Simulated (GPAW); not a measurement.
Consider LiRh (P-6m2).

```cif
data_structure
_symmetry_space_group_name_H-M 'P 1'
_symmetry_Int_Tables_number 1
_cell_length_a 2.6523
_cell_length_b 2.6523
_cell_length_c 4.3266
_cell_angle_alpha 90.000
_cell_angle_beta 90.000
_cell_angle_gamma 120.000
_cell_volume 26.36
loop_
_atom_site_label
_atom_site_type_symbol
_atom_site_fract_x
_atom_site_fract_y
_atom_site_fract_z
_atom_site_occupancy
Rh1 Rh 0.66667 0.33333 0.00000 1
Li2 Li 0.00000 0.00000 0.50000 1
```

Absorber: atom 2, with 6 Rh at 2.65 Å and 6 Li at 2.65 Å (anticuboctahedral, as in hcp, site symmetry -6m2). Method: GPAW, LDA, excited-electron core hole (neutral cell), 24-atom cell with 6.8 Å between holes, 3×3×3 k points, dipole transitions, Gaussian full width 0.9 eV up to 4 eV, rising linearly to 3.5 eV at 25 eV.

Question: Where do the maxima of the Li K edge fall?

Main maxima up to 24 eV above the zero (height): 1.5 eV (1.65), 7.3 eV (1.56), 11.8 eV (1.85) and 20.8 eV (0.60). A K edge sees empty p states on the absorber. The total-energy difference is 55.91 eV. One term is added: -3.34 eV, since the hole is spin-paired here and a spin-polarised one costs that much less in the free atom (computed apart). The photon energy is then 52.57 eV. The tabulated edge of the element is 54.7 eV. The functional leaves an error in such absolute values: in the free atom LDA prices this hole 1.0 eV below PBE (computed apart), and PBE is itself good to a few eV.

The Li K spectrum (energy from the lowest empty level; intensity scaled to a mean of 1 over the first 20 eV; polarised curves are means over the symmetry-equivalent atoms):

```tsv
E (eV)	isotropic	ε ⊥ c	ε ∥ c
-2.0	0.00	0.00	0.00
-1.4	0.00	0.00	0.00
-0.8	0.01	0.01	0.01
-0.2	0.10	0.09	0.11
0.4	0.35	0.40	0.25
1.0	1.13	1.45	0.47
1.6	1.64	2.05	0.81
2.2	1.12	1.31	0.75
2.8	0.87	0.91	0.77
3.4	0.87	0.85	0.91
4.0	0.64	0.63	0.66
4.6	0.69	0.71	0.65
5.2	0.74	0.76	0.71
5.8	0.76	0.84	0.59
6.4	0.99	1.06	0.86
7.0	1.47	1.45	1.51
7.6	1.50	1.41	1.69
8.2	1.26	1.16	1.46
8.8	1.16	1.09	1.32
9.4	1.22	1.09	1.47
10.0	1.24	1.05	1.61
10.6	1.36	1.13	1.82
11.2	1.67	1.48	2.05
11.8	1.85	1.79	1.96
12.4	1.71	1.76	1.62
13.0	1.43	1.49	1.29
13.6	1.13	1.18	1.04
14.2	0.87	0.90	0.81
14.8	0.69	0.72	0.63
15.4	0.64	0.69	0.54
16.0	0.66	0.72	0.54
16.6	0.66	0.73	0.53
17.2	0.61	0.67	0.50
17.8	0.55	0.60	0.46
18.4	0.53	0.58	0.43
19.0	0.54	0.60	0.43
19.6	0.57	0.64	0.43
20.2	0.59	0.67	0.44
20.8	0.60	0.68	0.45
21.4	0.60	0.66	0.48
22.0	0.58	0.62	0.50
22.6	0.56	0.58	0.52
23.2	0.55	0.56	0.52
23.8	0.53	0.54	0.53
24.4	0.52	0.52	0.54
25.0	0.52	0.50	0.57
25.6	0.52	0.47	0.61
26.2	0.52	0.45	0.66
26.8	0.53	0.44	0.71
27.4	0.54	0.43	0.75
28.0	0.55	0.43	0.77
28.6	0.55	0.44	0.78
29.2	0.55	0.45	0.77
29.8	0.55	0.45	0.74
30.4	0.54	0.46	0.70
31.0	0.53	0.48	0.64
31.6	0.53	0.50	0.58
```

The mesh is coarse (0.31 Å⁻¹ between points), so small maxima may be mesh ripples. The structure is a computed Materials Project entry and may be a hypothetical form.

[Banner, clock and machine lines of the logs are left out without a mark of their own.]

[Logs are printed without paths, hosts, clocks, repeated set-up lines and the standing remarks that a program may print on its own settings, such as how far it seeks lower states.]

[Hosts, paths, dates, database ids (printed as entryN), source tags and the programs' standing remarks are cut or masked in the printed files.]

[Lists of maxima count a maximum above −3 eV only where it reaches 4 % of the highest in the window and stands out from its surroundings by 2 % of it (1.5 % where it reaches 55 %); shoulders and weaker maxima are passed over, and of the rest the first, up to two pre-edge ones and the few strongest are named.]
